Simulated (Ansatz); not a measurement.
# Cd5B3ClO9 (Cm): G0W0 under other settings

A base run on Cd5B3ClO9 (Cm), then changed inputs.

Program: Ansatz 0.2.0. Level of theory: G0W0 on PBE, plane waves, PAW; PAW set soft_1. Results are calculated unless marked as measured.

## Step 1: The starting structure

It takes space group Cm (No. 8, monoclinic). The conventional cell has a = 8.172 Å, b = 16.061 Å, c = 3.474 Å, α = 90.00°, β = 99.29°, γ = 90.00°. Cd has 5 O at 2.19 to 2.37 Å and 1 Cl at 2.56 Å nearest. Nearest to Cd lie 6 O at 2.30 to 2.67 Å. Cd has 4 O at 2.17 to 2.36 Å and 2 Cl at 2.57 to 2.61 Å nearest. Nearest to B lie 3 O at 1.38 Å. Nearest to B lie 3 O at 1.38 to 1.40 Å. Cl has 4 Cd at 2.56 to 2.61 Å nearest. Farther neighbours and most contacts between anions are not listed.

Geometry: measured cell, ions relaxed with PBE. The runs that relaxed it are not among those shown.

## Step 2: The base run: 2×2×4 mesh, 480 empty bands, screening to 96 eV, PAW set soft_1 files

Now the one-shot GW correction: screening in the RPA, then the self-energy of the levels asked for. This step takes PAW set soft_1 files.

The input, input.yaml:

```yaml
crystal:
  lattice:
    - [4.086, -8.0305, 0.0]
    - [4.086, 8.0305, 0.0]
    - [-0.5610688069, 0.0, 3.4284942182]
  atoms:
    - { symbol: Cd, position: [0.9903899046, 0.7342556792, 0.5662659888] }
    - { symbol: Cd, position: [0.7342556792, 0.9903899046, 0.5662659888] }
    - { symbol: Cd, position: [0.3113911839, 0.6630019832, 0.9124457693] }
    - { symbol: Cd, position: [0.6630019832, 0.3113911839, 0.9124457693] }
    - { symbol: Cd, position: [0.2871762088, 0.2871762088, 0.3102574688] }
    - { symbol: B, position: [0.6210609171, 0.6210609171, 0.9737592675] }
    - { symbol: B, position: [0.972075933, 0.3689018994, 0.3370010488] }
    - { symbol: B, position: [0.3689018994, 0.972075933, 0.3370010488] }
    - { symbol: Cl, position: [0.049188481, 0.049188481, 0.7118210963] }
    - { symbol: O, position: [0.7759792855, 0.623579409, 0.0193502893] }
    - { symbol: O, position: [0.623579409, 0.7759792855, 0.0193502893] }
    - { symbol: O, position: [0.4502306784, 0.4502306784, 0.8744954667] }
    - { symbol: O, position: [0.1618372402, 0.4552599818, 0.3467663233] }
    - { symbol: O, position: [0.4552599818, 0.1618372402, 0.3467663233] }
    - { symbol: O, position: [0.1966350256, 0.8360258997, 0.1252240285] }
    - { symbol: O, position: [0.8360258997, 0.1966350256, 0.1252240285] }
    - { symbol: O, position: [0.9120354728, 0.4534148167, 0.5549599024] }
    - { symbol: O, position: [0.4534148167, 0.9120354728, 0.5549599024] }
kpoints:
  mp_grid: { grid: [2, 2, 4] }
hamiltonian:
  xc: pbe
  pseudopotentials: { kind: paw, azcp: { folder: soft_1 } }
scf:
  occupations: { method: fixed }
gw:
  n_empty_bands: 480
  ecut_chi: 96
  qp_bands: [v4, c4]
  qp_kpoints: band_edges
  screening: { model: contour_deformation }
```

Command:

```
> ansatz run input.yaml --threads 2 --pin off --max-ram 92160MiB --backend cuda --events-out ev --progress --plain --runs-dir out --devices 1 --max-vram 13GiB
```

Numbers of over 12 decimals in the logs are rounded to 6 here.

Output:

```text
GPUs: using 1 of 1 available (devices: 1).
Engine: ansatz 0.2.0, x86_64-unknown-linux-gnu
Pseudopotentials: kind: paw
Pseudopotential: Cd, paw, valence charge 20, recommended cutoff 420 eV (normal), soft_1/Cd.paw.azcp
Pseudopotential: B, paw, valence charge 3, recommended cutoff 420 eV (normal), soft_1/B.paw.azcp
Pseudopotential: Cl, paw, valence charge 7, recommended cutoff 420 eV (normal), soft_1/Cl.paw.azcp
Pseudopotential: O, paw, valence charge 6, recommended cutoff 420 eV (normal), soft_1/O.paw.azcp
Functional definition: PBE
  parameter kappa = 0.804
  parameter beta = 0.066725
  exchange = pbe_x(kappa = kappa, mu = beta*pi^2/3)
  correlation = pbe_c(beta = beta)
device memory: the entry about to start is reckoned to put 3.4 GiB on a device that reports 46.6 GiB free (of which the cap on the GPU budget leaves the run 13.0 GiB)
GPU FFT provider: cuFFT
GPU libraries: cuBLAS 13.8.2, cuFFT 12.4.0, cuSOLVER 12.3.4
Crystal: 18 atoms, lattice volume = 224.996 Å³
Basis set: ecut = 420 eV, 4399 PW (Γ)
Bands: 103, of which v1, the nominal top of the filled ones, is band 85 counted from 1 (84 counted from 0)
Symmetry: 2 space group operations
Space group: Cm (ITA 8), of the structure as read, at distance tolerance 6.1e-5 Å
k-points: 9 of 16 (time reversal used)
Non-local potential: Cd, projectors of the file, l = 0: 3, l = 1: 2, l = 2: 2, l = 3: 1
Non-local potential: B, projectors of the file, l = 0: 2, l = 1: 2, l = 2: 1
Non-local potential: Cl, projectors of the file, l = 0: 2, l = 1: 2, l = 2: 1
Non-local potential: O, projectors of the file, l = 0: 2, l = 1: 2, l = 2: 1
PAW form: soft (Blöchl's): semilocal exchange-correlation on the pseudo side does not see the compensation charge
PAW one-centre angular grid: Cd, 590 points (default); XC on 64 Gauss nodes
PAW one-centre angular grid: B, 110 points (default); XC on 64 Gauss nodes
PAW one-centre angular grid: Cl, 110 points (default); XC on 64 Gauss nodes
PAW one-centre angular grid: O, 110 points (default); XC on 64 Gauss nodes
Initial density: superposition of atomic densities (chi_scale 0.1, normalization cell, long waves kept (reshape's long-wave potential 0.07 eV rms))
Initial wavefunctions: pseudopotential atomic-orbital guess
GPU buffer pool allocated for 98304 grid points (all kernels)
GPU transforms: local potential and band sums: pruned to the plane-wave sphere, on 64×64×24
Functional: x = pbe(κ = 0.804, μ = 0.219515), c = pbe(β = 0.066725)
SCF iter   1: F=—  HF=-47940.488101 eV  |F-HF|=—  |Δ(HF+E_count)|=         —  Δρ=9.48e-2  dr2=1.84e1  ethr=3.10e-3  ⟨swp⟩=5.0  Hψ=2802  notcnv=0  defer=141
preconditioner: auto → Resta (q_TF=auto, 2.604 Å⁻¹)  ε∞=4.5  [insulator: Δε(μ)=1.856 eV  Ē_g=15.061 eV  n_scr=66 (ndim 8)  ℏωp=28.2 eV  f_vac=0.009  ε∞_Penn≈4.5]
[...]
NSCF: frozen V_eff on 1 k-points
device memory: the entry about to start is reckoned to put 1.4 GiB on a device that reports 40.0 GiB free (of which the cap on the GPU budget leaves the run 13.0 GiB)
NSCF: frozen V_eff on 1 k-points
SCF converged after 11 iterations
Free energy (F): -47934.093513 eV
Harris-Foulkes:  -47934.093513 eV  (|F-HF|=4.29e-8)
Internal energy: -47934.093513 eV  (E = F + TS)
E sigma→0 (E₀):  -47934.093513 eV
Fermi energy:    8.408493 eV
--- Per-component energies (eV) ---
  E_band       = -2253.381450
  E_kinetic    = 4031.067540
  E_local      = -20559.691901  (includes V_loc(G=0)·N_el)
  E_nonlocal   = 1145.605604
  E_hartree    = 9183.856552
  E_xc         = -1629.557478
  E_vxc        = -2030.190813  (∫ρ·V_xc dr)
  E_paw        = -22868.977499  (= ΣΔE_a)
  E_vpaw       = -3207.890088  (= ΣTr[D̂ρ^β])
  E_aug_tail   = 0.008972  (compensation charges beyond the density's cutoff)
  E_ewald      = -17236.405304
  E_smearing   = -0.000000  (= −TS)
  E_closure    = 0.000000  (closes the sum)
  Σ components = -47934.093513   (vs F -47934.093513, Δ=0.00e0)
--- Band table (eV; the first three rows and the last of 9) ---
  k-point 0: bands = [... 81 lower, 7.8611, 7.9874, 8.2094, 8.3481, 10.3931, 13.0114, 13.3064, 13.5003, ... 14 higher]
  k-point 1: bands = [... 81 lower, 7.7518, 8.0543, 8.0872, 8.3819, 11.8649, 13.6533, 13.6917, 13.9737, ... 14 higher]
  k-point 2: bands = [... 81 lower, 7.8947, 7.9022, 8.1858, 8.4085, 13.1012, 13.5160, 13.9646, 14.1072, ... 14 higher]
  k-point 8: bands = [... 81 lower, 7.7706, 7.8560, 8.2267, 8.3343, 13.2291, 13.7122, 13.7540, 13.8392, ... 14 higher]
--- G₀W₀: contour deformation, 7 samples at zero and on the imaginary axis and 2 off it, 16 q-points, 480 empty bands' worth ---
  eigenvalues of the whole cell's RPA ε∞ on this k-mesh (on a slab, of 1 + 4πα/V) = 3.5605, 3.8278, 3.9868; static W/v taken at q = 0 is 0.264925
  gw.qp_kpoints: band_edges: 9 of 9 stored k-points solved, in 1 pass; an edge of the gap read off the rows below is read off those points alone
    ik  band        ε_KS         Σx   Σc(E_QP)       V_xc       Z   E_QP_lin       E_QP  E_QP is
     0    82      7.8611   -27.6276     4.2248   -22.6332  0.7736     7.0834     7.0914  root
     0    83      7.9874   -26.9113     4.8016   -21.3296  0.7589     7.1974     7.2073  root
     0    84      8.2094   -27.3819     4.7990   -21.8530  0.7587     7.4710     7.4796  root
     0    85      8.3481   -27.3547     4.8758   -21.8067  0.7562     7.6687     7.6758  root
     0    86     10.3931   -10.3192    -3.5524   -14.5462  0.8295    11.0712    11.0678  root
     0    87     13.0114    -9.3278    -3.9254   -14.0892  0.8220    13.8547    13.8474  root
     0    88     13.3064   -12.5118    -3.7759   -17.4688  0.8003    14.5050    14.4875  root
     0    89     13.5003   -10.7415    -4.0691   -15.8693  0.8147    14.5715    14.5590  root
[...]
8    86     13.2291    -9.0850    -4.3319   -14.4546  0.8209    14.2785    14.2669  root
     8    87     13.7122    -9.9501    -4.4210   -15.4906  0.8120    14.8477    14.8316  root
     8    88     13.7540   -11.0082    -4.2756   -16.4680  0.8086    14.9564    14.9382  root
     8    89     13.8392   -10.1857    -4.2711   -15.5697  0.8141    14.9669    14.9520  root
```

The job ended after 36 s (1 × NVIDIA H100 80GB HBM3 (shared by 6 runs) with 2 threads of AMD EPYC 7R13 (Zen 3), shared host; peak memory 1.9 GiB).

In the SCF lines HF is the Harris–Foulkes energy and dr2 the Hartree energy of the density residual, in eV; the loop may stop once dr2 is under the threshold and the program's other checks hold. Hψ counts applications of the Hamiltonian.

This step gave:

```
bands summed                                 : 565
RPA ε∞ on this mesh (eigenvalues)            : 3.561, 3.828, 3.987
plane waves in the screening matrix          : 487
q-points in the mesh                         : 16
G0W0 gap on the mesh                         : 3.350 eV
k of the valence top                         : 0, 0, -0.5
k of the conduction bottom                   : 0, 0, 0
starting gap on the mesh                     : 1.985 eV
Z at the valence top                         : 0.7629
Z at the conduction bottom                   : 0.8295
least direct G0W0 gap on the computed points : 3.392 eV
```

The gap on the mesh goes from 1.98 eV to 3.35 eV, a correction of +1.37 eV. Between the two edge states, bare exchange in place of the xc potential would open the gap by 9.57 eV, and correlation takes back 8.20 eV.

## Step 3: Variant: norm-conserving files, smooth pair densities

This step: G0W0 on PBE, plane waves, norm-conserving pseudopotentials.

Changes to input.yaml since step 2:

```diff
@@ -28,3 +28,3 @@
   xc: pbe
-  pseudopotentials: { kind: paw, azcp: { folder: soft_1 } }
+  pseudopotentials: { kind: nc }
 scf:
@@ -32,4 +32,4 @@
 gw:
-  n_empty_bands: 480
-  ecut_chi: 96
+  n_empty_bands: 365
+  ecut_chi: 80
   qp_bands: [v4, c4]
@@ -37 +37,2 @@
   screening: { model: contour_deformation }
+  pair_densities: pseudo
```

Output:

```text
GPUs: using 1 of 1 available (devices: 1).
[...]
GPU FFT provider: cuFFT
GPU libraries: cuBLAS 13.8.2, cuFFT 12.4.0, cuSOLVER 12.3.4
Crystal: 18 atoms, lattice volume = 224.996 Å³
Basis set: ecut = 1240 eV, 22215 PW (Γ)
Bands: 103, of which v1, the nominal top of the filled ones, is band 85 counted from 1 (84 counted from 0)
[... 1 set-up line as in the run before ...]
[...]
k-points: 9 of 16 (time reversal used)
[...]
GPU buffer pool allocated for 466560 grid points (all kernels)
[...]
SCF iter   1: F=—  HF=-28718.842657 eV  |F-HF|=—  |Δ(HF+E_count)|=         —  Δρ=1.10e-1  dr2=2.15e1  ethr=3.10e-3  ⟨swp⟩=5.8  Hψ=3245  notcnv=0  defer=139
[...]
SCF iter  11: F=-28710.833491 eV  HF=-28710.833491 eV  |F-HF|=3.58e-8  |Δ(HF+E_count)|=   1.72e-7  Δρ=4.17e-6  dr2=3.71e-8  ethr=5.88e-11  ⟨swp⟩=16.1  Hψ=5201  notcnv=0
SCF 1 converged in 11 iterations: F = -28710.833491 eV  dr2 = 3.71e-8
[...]
NSCF: frozen V_eff on 9 k-points
[...]
G₀W₀ screening: q 1/9
[... further progress lines ...]
[...]
SCF converged after 11 iterations
Free energy (F): -28710.833491 eV
[...]
Internal energy: -28710.833491 eV  (E = F + TS)
E sigma→0 (E₀):  -28710.833491 eV
Fermi energy:    8.493319 eV
[...]
--- Band table (eV; the first three rows and the last of 9) ---
  k-point 0: bands = [... 81 lower, 7.9420, 8.0756, 8.2957, 8.4337, 10.4920, 13.1000, 13.3969, 13.5975, ... 14 higher]
  k-point 1: bands = [... 81 lower, 7.8346, 8.1403, 8.1747, 8.4679, 11.9588, 13.7414, 13.7796, 14.0668, ... 14 higher]
  k-point 2: bands = [... 81 lower, 7.9810, 7.9855, 8.2739, 8.4933, 13.1906, 13.6021, 14.0495, 14.1944, ... 14 higher]
  k-point 8: bands = [... 81 lower, 7.8574, 7.9372, 8.3148, 8.4198, 13.3174, 13.7988, 13.8380, 13.9276, ... 14 higher]
[...]
0    82      7.9420   -25.7199     4.2837   -20.7262  0.7756     7.2252     7.2320  root
     0    83      8.0756   -25.6531     4.8563   -20.1114  0.7609     7.3826     7.3901  root
     0    84      8.2957   -26.0224     4.8535   -20.5384  0.7608     7.6590     7.6653  root
     0    85      8.4337   -26.2412     4.9325   -20.7564  0.7584     7.8767     7.8815  root
     0    86     10.4920    -9.0209    -3.5028   -13.0815  0.8305    11.0521    11.0498  root
     0    87     13.1000    -8.2748    -3.8583   -12.9459  0.8230    13.9196    13.9127  root
     0    88     13.3969   -11.3020    -3.6929   -16.1929  0.8018    14.6131    14.5948  root
     0    89     13.5975    -9.4649    -3.9849   -14.4695  0.8158    14.6288    14.6172  root
[...]
8    86     13.3174    -7.9004    -4.2340   -13.1352  0.8217    14.3288    14.3181  root
     8    87     13.7988    -8.7449    -4.3229   -14.1734  0.8132    14.9201    14.9044  root
     8    88     13.8380    -9.7496    -4.1806   -15.1182  0.8098    15.0442    15.0260  root
     8    89     13.9276    -8.9296    -4.1751   -14.2130  0.8151    15.0506    15.0359  root
```

It took 54 s on 1 × NVIDIA H100 80GB HBM3 (shared by 6 runs) with 2 threads; peak memory 3 GiB; 82 s of CPU time.

The G0W0 gap on the mesh is 3.146 eV.

Against the base:

```csv
setting,base,variant
files,PAW set soft_1,norm-conserving
empty bands,480,365
screening cutoff (eV),96,80
pair densities,-,pseudo
```

```csv
quantity,variant,base
starting gap on the mesh,1.999,1.985
G0W0 gap on the mesh,3.146,3.350
least direct G0W0 gap on the computed points,3.168,3.392
Z at the valence top,0.765,0.763
Z at the conduction bottom,0.831,0.829
```

## Step 4: What came out

```json
{
  "base": "3.35 eV, 36 s",
  "norm-conserving files, smooth pair densities": "3.15 eV, 54 s"
}
```

Norm-conserving files, smooth pair densities: the gap moves by −0.20 eV (the plane-wave cutoff goes from 420 to 1240 eV). The variant differs from the base in files, empty bands, screening cutoff and pair densities together, so the change can't be laid to one of them. All runs here use a coarse mesh and modest cutoffs; they test settings and are not final values. The 2×2×4 mesh is coarse for this cell (its supercell is 14 Å along the shortest edge). The RPA ε∞ on it, from the PBE start, is 3.56, 3.83 and 3.99; such meshes misread the long-range screening, most where the gap is narrow. A d shell, filled or nearly so, lies near the gap. One-shot GW converges very slowly in bands there, not always from below, and on a semilocal start the gap tends to come out low; starts rich in exact exchange can overshoot instead. The many-body steps are scalar-relativistic: spin-orbit coupling is not in them.

[Paths, hosts, dates, memory and timing lines, banners, echoed tables and standing remarks are left out of the program output.]

[Logs are printed without paths, hosts, clocks, repeated set-up lines and the standing remarks that a program may print on its own settings, such as how far it seeks lower states.]

[Runs of the session that timed out or met a known fault of the program may be left out.]

[Cells called generated may have been cut or substituted from an entry of the Crystallography Open Database or the Materials Project.]

[Hosts, paths, dates, database ids (printed as entryN), source tags and the programs' standing remarks are cut or masked in the printed files.]
